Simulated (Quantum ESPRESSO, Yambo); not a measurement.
# NbInO4 (P2/c): G0W0 in Yambo against the bands, part 2 of 2

How does the gap of NbInO4 (P2/c) converge in the bands?

Yambo 5.3.0; LDA and many-body steps on it, plane waves. Known limits of the many-body steps: not at the basis limit; no spin-orbit coupling; coarse k mesh.

So far. Step 4 (128 bands): Against the run before, the gap moves by −0.251 eV.

### 5. 187 bands

Level of this step: G0W0 on LDA, plane waves, norm-conserving pseudopotentials (Yambo).

gw4.in

```
HF_and_locXC
gw0
dyson
ppa
em1d
rim_cut
RandQpts= 1000000
RandGvec= 1 RL
EXXRLvcs= 80 Ry
VXCRLvcs= 320 Ry
Chimod= "HARTREE"
% BndsRnXp
 1 | 187 |
%
NGsBlkXp= 6.5 Ry
% LongDrXp
 1 | 1 | 1 |
%
% GbndRnge
 1 | 187 |
%
DysSolver= "n"
ExtendOut
PPAPntXp= 27.21138 eV
% QPkrange
 9 | 9 | 57 | 60 |
 6 | 6 | 57 | 60 |
 1 | 1 | 57 | 60 |
%
```

Run with:

```
$ OMP_NUM_THREADS=2 mpirun -n 4 yambo -F gw4.in -J gw4 -C gw4 > gw4.log
```

Output:

```text
 Yambo, version 5.3.0

 [02] CORE Variables Setup
 =========================

  [... cell, symmetries and grids as in the set-up ...]

  [02.05] Energies & Occupations
  ==============================

  [X] === General ===
  [X] Electronic Temperature                        :  0.000000  0.000000 [eV K]
  [X] Bosonic    Temperature                        :  0.000000  0.000000 [eV K]
  [X] Finite Temperature mode                       : no
  [X] El. density                                   :  0.80827E+24 [cm-3]
[...]
QP @ state[ 1 ] b range                          :   57   60
   QP @ state[ 2 ] K range                          :   6   6
   QP @ state[ 2 ] b range                          :   57   60
   QP @ state[ 3 ] K range                          :   9   9
   QP @ state[ 3 ] b range                          :   57   60
   GF energies kind                                 : Slater exchange(X)+Perdew & Wang(C)
   GF WF`s kind                                     : Slater exchange(X)+Perdew & Wang(C)
   Xs energies kind                                 : Slater exchange(X)+Perdew & Wang(C)
   Xs WF`s kind                                     : Slater exchange(X)+Perdew & Wang(C)

 [11] Game Over & Game summary
```

Run time: 2 min. Hardware: 4 MPI ranks of Arm Neoverse V2, shared host; peak memory 5.8 GiB; 15 min of CPU time.

Numbers from this step:

- G0W0 gap on the points computed: 5.076 eV
- starting gap on the mesh: 3.307 eV
- k of the valence top: -0.5, 0, 0
- k of the conduction bottom: 0.25, 0, -0.5
- least direct G0W0 gap on the computed points: 5.171 eV

Against the run before, the gap moves by −0.179 eV.

### 6. 257 bands

gw5.in, as its differences from gw4.in of step 5:

```diff
@@ -12,3 +12,3 @@
 % BndsRnXp
- 1 | 187 |
+ 1 | 257 |
 %
@@ -19,3 +19,3 @@
 % GbndRnge
- 1 | 187 |
+ 1 | 257 |
 %
```

Run with:

```
$ OMP_NUM_THREADS=2 mpirun -n 4 yambo -F gw5.in -J gw5 -C gw5 > gw5.log
```

Output:

```text
 Yambo, version 5.3.0

 [02] CORE Variables Setup
 =========================

  [... cell, symmetries and grids as in the set-up ...]

  [02.05] Energies & Occupations
  ==============================

  [X] === General ===
  [X] Electronic Temperature                        :  0.000000  0.000000 [eV K]
  [X] Bosonic    Temperature                        :  0.000000  0.000000 [eV K]
  [X] Finite Temperature mode                       : no
  [X] El. density                                   :  0.80827E+24 [cm-3]
[...]
QP @ state[ 1 ] b range                          :   57   60
   QP @ state[ 2 ] K range                          :   6   6
   QP @ state[ 2 ] b range                          :   57   60
   QP @ state[ 3 ] K range                          :   9   9
   QP @ state[ 3 ] b range                          :   57   60
   GF energies kind                                 : Slater exchange(X)+Perdew & Wang(C)
   GF WF`s kind                                     : Slater exchange(X)+Perdew & Wang(C)
   Xs energies kind                                 : Slater exchange(X)+Perdew & Wang(C)
   Xs WF`s kind                                     : Slater exchange(X)+Perdew & Wang(C)

 [11] Game Over & Game summary
```

Run time: 3 min. Hardware: 4 MPI ranks; peak memory 5.7 GiB.

Numbers from this step:

```yaml
g0w0_gap_on_the_points_computed: 4.977 eV
starting_gap_on_the_mesh: 3.307 eV
k_of_the_valence_top: -0.5, 0, 0
k_of_the_conduction_bottom: 0.25, 0, -0.5
least_direct_g0w0_gap_on_the_computed_points: 5.073 eV
```

Against the run before, the gap moves by −0.099 eV.

### 7. 336 bands

gw6.in, as its differences from gw5.in of step 6:

```diff
@@ -12,3 +12,3 @@
 % BndsRnXp
- 1 | 257 |
+ 1 | 336 |
 %
@@ -19,3 +19,3 @@
 % GbndRnge
- 1 | 257 |
+ 1 | 336 |
 %
```

Run with:

```
$ OMP_NUM_THREADS=2 mpirun -n 4 yambo -F gw6.in -J gw6 -C gw6 > gw6.log
```

Output:

```text
 Yambo, version 5.3.0

 [02] CORE Variables Setup
 =========================

  [... cell, symmetries and grids as in the set-up ...]

  [02.05] Energies & Occupations
  ==============================

  [X] === General ===
  [X] Electronic Temperature                        :  0.000000  0.000000 [eV K]
  [X] Bosonic    Temperature                        :  0.000000  0.000000 [eV K]
  [X] Finite Temperature mode                       : no
  [X] El. density                                   :  0.80827E+24 [cm-3]
[...]
QP @ state[ 1 ] b range                          :   57   60
   QP @ state[ 2 ] K range                          :   6   6
   QP @ state[ 2 ] b range                          :   57   60
   QP @ state[ 3 ] K range                          :   9   9
   QP @ state[ 3 ] b range                          :   57   60
   GF energies kind                                 : Slater exchange(X)+Perdew & Wang(C)
   GF WF`s kind                                     : Slater exchange(X)+Perdew & Wang(C)
   Xs energies kind                                 : Slater exchange(X)+Perdew & Wang(C)
   Xs WF`s kind                                     : Slater exchange(X)+Perdew & Wang(C)

 [11] Game Over & Game summary
```

The job ended after 4.3 min (4 MPI ranks; peak memory 5.8 GiB; 32 min of CPU time).

Numbers from this step:

* G0W0 gap on the points computed: 4.927 eV
* starting gap on the mesh: 3.307 eV
* k of the valence top: -0.5, 0, 0
* k of the conduction bottom: 0.25, 0, -0.5
* least direct G0W0 gap on the computed points: 5.023 eV

Against the run before, the gap moves by −0.050 eV.

### 8. The runs together

Times are wall times on 4 MPI ranks of Arm Neoverse V2, shared host, good to a factor of about two.

```
      run   mesh  bands  screening cutoff (eV)  DFT gap (eV)  gap on the mesh (eV)  direct (eV)     time
 74 bands  4×2×2     74                   88.4         3.307                 5.861        5.941     29 s
 92 bands  4×2×2     92                   88.4         3.307                 5.506        5.600     44 s
128 bands  4×2×2    128                   88.4         3.307                 5.255        5.349     73 s
187 bands  4×2×2    187                   88.4         3.307                 5.076        5.171    2 min
257 bands  4×2×2    257                   88.4         3.307                 4.977        5.073    3 min
336 bands  4×2×2    336                   88.4         3.307                 4.927        5.023  4.3 min
```

### 9. What came out

* 74 bands: 5.861 eV
* 92 bands: 5.506 eV
* 128 bands: 5.255 eV
* 187 bands: 5.076 eV
* 257 bands: 4.977 eV
* 336 bands: 4.927 eV
* known limits: not at the basis limit; no spin-orbit coupling; coarse k mesh

What this shows: The setting moved: bands. From 74 bands to 336 bands the gap moves by −0.93 eV, for 8.9 times the time. The last step still moves it by −0.050 eV. Bands and screening cutoff are coupled, so a series along one setting does not show full convergence. Bands and cutoff are finite, so the gap is not at the basis limit. The miss can reach some tenths of an eV and take either sign; the mesh is an error of its own. In the G0W0 runs levels were corrected at 3 k points alone, so a gap called «on the mesh» is the least over those, and an edge elsewhere would be missed. The 4×2×2 mesh is coarse for this cell, which bears on the long-range parts of exchange and screening. The many-body steps are scalar-relativistic: spin-orbit coupling is not in them.

[Paths, hosts, dates, memory and timing lines, banners, echoed tables and standing remarks are left out of the program output.]

[Logs are printed without paths, hosts, clocks, repeated set-up lines and the standing remarks that a program may print on its own settings, such as how far it seeks lower states.]

[Runs of the session that timed out or met a known fault of the program may be left out.]

[Hosts, paths, dates, database ids (printed as entryN), source tags and the programs' standing remarks are cut or masked in the printed files.]
